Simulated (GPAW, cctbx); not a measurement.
# Bonding in ZnTePb2S6 as X-rays see it

Aim: compute the bonding part of the density of ZnTePb2S6, find which reflections carry it, and see how it biases an ordinary refinement.

The start was made by putting kin elements into a known structure type; the compound need not exist, or be stable, in this form. All numbers below are calculated.

## 1. Find the equilibrium geometry

The density hangs on the geometry, so cell and atoms are relaxed first, with the symmetry held. The cutoff is set higher than for the density because stress converges slowly with plane waves.

Settings: GPAW 26.7.0, PBE, 570 eV, 3×3×3 k-points, Fermi–Dirac width 0.05 eV, BFGS to 0.03 eV/Å.

```text
cell
1.0
     0.000000000    4.733500000    4.733500000
     4.733500000    0.000000000    4.733500000
     4.733500000    4.733500000    0.000000000
Pb Te Zn S
2 1 1 6
Direct
0.750000000 0.750000000 0.750000000
0.250000000 0.250000000 0.250000000
0.000000000 0.000000000 0.000000000
0.500000000 0.500000000 0.500000000
0.771000000 0.771000000 0.229000000
0.229000000 0.229000000 0.771000000
0.771000000 0.229000000 0.771000000
0.229000000 0.771000000 0.771000000
0.229000000 0.771000000 0.229000000
0.771000000 0.229000000 0.229000000
```

```console
$ OMP_NUM_THREADS=1 mpirun -n 4 gpaw python run.py > gpaw.log
```

```text
BFGS:    0      -31.160814        6.753065
BFGS:    1      -34.270811        3.452322
BFGS:    2      -35.699383        0.865300
BFGS:    3      -35.851789        0.625683
...
BFGS:    7      -36.033396        0.337051
BFGS:    8      -36.052673        0.142051
BFGS:    9      -36.056204        0.018943
cell  6.9162 6.9162 6.9162  60.00 60.00 60.00
volume 233.932 A^3, largest force 0.018 eV/A, largest stress 0.10 GPa
```

After 9 steps the volume has changed by +10.3 % and the energy by -4.895 eV; the largest stress left is 0.10 GPa. It took 1.9 min on 4 cores of AMD EPYC 9R14 (Zen 4) (shared host), peak memory 1.5 GiB.

Relaxed structure: Fm-3m (no. 225), a = 9.7810 Å, b = 9.7810 Å, c = 9.7810 Å, α = 90.00°, β = 90.00°, γ = 90.00°.

```
atom  mult.    x    y       z
 Pb1      8  1/4  1/4     3/4
 Te1      4    0    0       0
 Zn1      4  1/2    0       0
  S1     24    0    0  0.7468
```

## 2. The all-electron density

X-rays see the whole electron density, so the PAW density is rebuilt with its core regions. Subtracting spherical free atoms from the same code cancels the cores and leaves the deformation density Δρ, the part due to bonding.

Settings: PBE, 450 eV, 4×4×4 k-points, Fermi–Dirac width 0.05 eV; primitive cell of 10 atoms.

```console
$ OMP_NUM_THREADS=1 mpirun -n 4 gpaw python run.py > gpaw.log
```

```text
|iter:   1|       0s |  -39.160133 | +0.27 |       |
|iter:   2|       1s |  -38.489125 | -0.32 | -1.04 |
|iter:   3|       1s |  -36.078763 | -0.62 | -1.09 |
...
|iter:  12|       9s |  -35.936055c| -6.73 | -5.67c|
|iter:  13|      10s |  -35.936055c| -7.18 | -6.12c|
|iter:  14|      11s |  -35.936055c| -7.61c| -6.62c|
```

```text
grid (70, 70, 70)  electrons 342.000  moved by bonding 2.182 e
deformation density beyond 0.5 A of the nuclei: max 0.092, min -0.094 e/A^3
atom        x       y       z   Voronoi charge  moment
Pb1    0.7500  0.7500  0.7500      0.514       0.00
Pb2    0.2500  0.2500  0.2500      0.514       0.00
Te3    0.0000  0.0000  0.0000      0.488       0.00
Zn4    0.5000  0.5000  0.5000      0.317       0.00
S 5    0.7468  0.7468  0.2532     -0.306       0.00
S 6    0.2532  0.2532  0.7468     -0.306       0.00
S 7    0.7468  0.2532  0.7468     -0.306       0.00
S 8    0.2532  0.7468  0.7468     -0.306       0.00
S 9    0.2532  0.7468  0.2532     -0.306       0.00
S 10   0.7468  0.2532  0.2532     -0.306       0.00
mean inner potential of superposed free atoms 15.192 V
total magnetic moment 0.000 muB
```

Deformation density in a plane through the shortest contact of the Zn atom at the origin, in 0.01 e/Å³ (clipped at ±99); x from -1.6 to 4.0 Å, y from 2.4 down to -2.4 Å:

```text
  1   3   5   2   .   .   5   4   2   0   0  -1   0   1   3   5
  1   2   3   0   .  -4   2   3   1   0   0   0   0   0   2   3
  0   1   1   2   1   1   2   1   0   0   1   1   1   0   0   1
  1   0   0   1   3   2   1   0   0   1   2   3   2   1  -1  -1
  1   0  -2  -5  -5  -5  -4  -1   1   2   4   5   3   2   0  -5
  1   2  -4  -7   .  -4  -7  -1   2   0  -1   .  -2   4   4  -4
  1   3  -4  -6   .   .  -7   0   3  -4   .   .  -5   6   8  -1
  1   2  -4  -6   .  -4  -7  -1   2   0  -1   .  -2   5   4  -4
  1   0  -2  -5  -5  -5  -4  -1   1   2   4   5   3   2   0  -5
  1   0   0   1   3   2   1   0   0   1   2   3   2   1  -1  -1
  0   1   1   2   1   1   2   1   0   0   1   1   1   0   0   2
  1   2   3   0   .  -4   2   3   1   0   0   0   0   0   2   3
  1   3   5   2   .   .   5   4   2   0   0  -1   0   1   3   5
```

Atoms in or within 0.15 Å of the plane: Zn (0.0, 0.0), S (2.4, 0.0), S (0.0, 2.4), S (0.0, -2.4) Å. Dots mark points within about 0.45 Å of a nucleus; large values next to them are atomic features.

S gains most (-0.31 e) and Pb loses most (+0.51 e); S is the most electronegative element, but the order of the others doesn't follow electronegativity. Such charges fall far short of formal ones, since overlapping free atoms already put density on their neighbours. Along the shortest contact from the Zn atom at the map's origin, Zn–S at 2.41 Å, Δρ is +0.03 e/Å³ at the midpoint and highest, +0.04, 1.38 Å from Zn (points within 0.5 Å of a nucleus left out): little piles up between the atoms. At the midpoints of other shortest contacts it is +0.08 (Te–S, 2.48 Å) e/Å³. Point values carry grid noise of about 0.01 e/Å³. The run needed 14 iterations, 21 s.

## 3. Structure factors

The Fourier components of Δρ, added to those of the free atoms, give the static X-ray structure factors; the Mott–Bethe relation turns them into the Fourier components V of the potential that fast electrons feel.

```text
static structure factors of the conventional cell: F in electrons, V (Mott-Bethe) in volts
   h  k  l      d  |F| table  |F| free   |F| DFT   change   |V| free  |V| DFT  change %
   1  1  1  5.6471    75.263    75.239    74.962   -0.277     0.787    0.831      5.5
   0  2  0  4.8905   203.017   202.226   201.122   -1.105     0.273    0.144    -47.4
   0  2  2  3.4581   776.930   776.510   772.544   -3.966     4.668    4.901      5.0
   1  3  1  2.9491    74.581    74.829    74.899    0.071     0.671    0.668     -0.4
   2  2  2  2.8235   580.414   580.580   583.706    3.126     5.120    4.998     -2.4
   0  4  0  2.4453  1078.700  1078.754  1079.716    0.962     8.459    8.431     -0.3
   1  3  3  2.2439    75.644    76.179    76.062   -0.117     0.609    0.612      0.5
   0  4  2  2.1871   202.149   202.169   202.592    0.423     0.044    0.053     22.8
   2  4  2  1.9965   689.050   688.325   689.457    1.133     3.270    3.248     -0.7
   3  3  3  1.8824    77.611    78.243    77.852   -0.392     0.571    0.578      1.2
   1  5  1  1.8824    52.872    53.458    54.012    0.554     0.287    0.278     -3.3
   0  4  4  1.7291   951.590   951.333   950.650   -0.683     6.090    6.100      0.2
   1  5  3  1.6533    56.913    57.464    57.530    0.067     0.306    0.305     -0.3
   2  4  4  1.6302   193.649   194.011   195.152    1.141     0.087    0.073    -17.0
```

The largest X-ray change is -3.97 e on 022, 0.5 % of |F|. For electrons V goes as (Z − F)/g², so a change of F counts against Z − F, which is small at low angle and wherever the atoms' terms cancel: |V| of 020 moves by -47.4 % (0.27 to 0.14 V) against -0.5 % in |F|. The tabulated Hartree–Fock atoms differ from the free DFT atoms by up to 0.79 e, so the choice of reference atom matters too.

## 4. How cheap can the run be?

Cutoff and k-mesh: one is changed at a time, to find what the result needs.

| run | ΔF 022 (e) | ΔF 222 (e) | ΔF 242 (e) | q(S) (e) | moved (e) | time |
| --- | --- | --- | --- | --- | --- | --- |
| 450 eV 4×4×4 | -3.966 | +3.126 | +1.133 | -0.306 | 2.182 | 21 s |
| 250 eV 4×4×4 | -4.014 | +3.089 | +1.120 | -0.305 | 2.229 | 12 s |
| 350 eV 4×4×4 | -3.981 | +3.115 | +1.122 | -0.306 | 2.160 | 14 s |
| 750 eV 4×4×4 | -3.969 | +3.129 | +1.128 | -0.306 | 2.193 | 38 s |
| 450 eV 2×2×2 | -3.925 | +3.291 | +0.975 | -0.316 | 2.227 | 13 s |
| 450 eV 2×2×2 | -3.925 | +3.291 | +0.975 | -0.316 | 2.227 | 13 s |

Within 0.08 e of the base on all three: 250 eV 4×4×4, 350 eV 4×4×4 and 750 eV 4×4×4. The largest error, 0.165 e, comes with 450 eV 2×2×2. Times are from shared hosts.

## 5. What a spherical-atom refinement makes of it

Routine crystallography fits spherical atoms. To see the bias, intensities are simulated from tabulated atoms plus the DFT change ΔF, so that bonding alone can misfit (10848 reflections of the full sphere, merged to the counts below, to 0.45 Å, 1.5 % proportional noise plus counting noise, assumed isotropic U as listed, Δρ smeared by the mean U) and refined with cctbx over different ranges.

| range | data | R1 | GooF | U Pb1 (true 0.0026) | U Te1 (true 0.0032) | U Zn1 (true 0.0039) | U S1 (true 0.0048) | largest shift (Å) | Δρ max, min (e/Å³) |
| --- | --- | --- | --- | --- | --- | --- | --- | --- | --- |
| all data | 325 | 0.0026 | 0.98 | 0.0026 | 0.0032 | 0.0039 | 0.0048 | 0.0000 | 0.27, -0.33 |
| low resolution, d > 0.84 | 64 | 0.0024 | 1.04 | 0.0026 | 0.0031 | 0.0037 | 0.0049 | 0.0001 | 0.07, -0.12 |
| high order, d < 0.75 | 241 | 0.0027 | 0.95 | 0.0026 | 0.0032 | 0.0039 | 0.0048 | 0.0000 | 0.27, -0.21 |
| occupancies free, d > 0.7 | 101 | 0.0026 | 1.05 | 0.0026 | 0.0033 | 0.0039 | 0.0046 | 0.0000 | 0.16, -0.18 |

With all data GooF is 0.98, so at this noise the bonding hardly shows; the top residual peak, near noise level, lies 2.08 Å from Zn and 2.09 Å from S. No U is off by more than 3 s.u. at low resolution. With Pb1 held at 1 and the scale free, the other occupancies refine to Te1 1.001(0.001), Zn1 1.000(0.002) and S1 0.995(0.003), within three s.u. of full.

## 6. Answer

Bonding moves 2.18 e in the primitive cell of ZnTePb2S6 and changes the structure factors of the conventional cell in the table above by at most 3.97 e (022, 0.5 %), and among reflections above 2 % of the strongest by up to 1.0 % (151). The shortest bond, Zn–S, has Δρ = +0.03 e/Å³ at its midpoint. Within 0.08 e of the base on all three: 250 eV 4×4×4, 350 eV 4×4×4 and 750 eV 4×4×4. The largest error, 0.165 e, comes with 450 eV 2×2×2. With all data GooF is 0.98, so at this noise the bonding hardly shows. Limits: static density, frozen cores, no spin–orbit coupling.

[Outputs are excerpts: Python notices, other lines and further rows are left out; steps that failed or that the build refused (PBEsol, TPSS) are not shown.]

[Logs are printed without paths, hosts, clocks, repeated set-up lines and the standing remarks that a program may print on its own settings, such as how far it seeks lower states.]
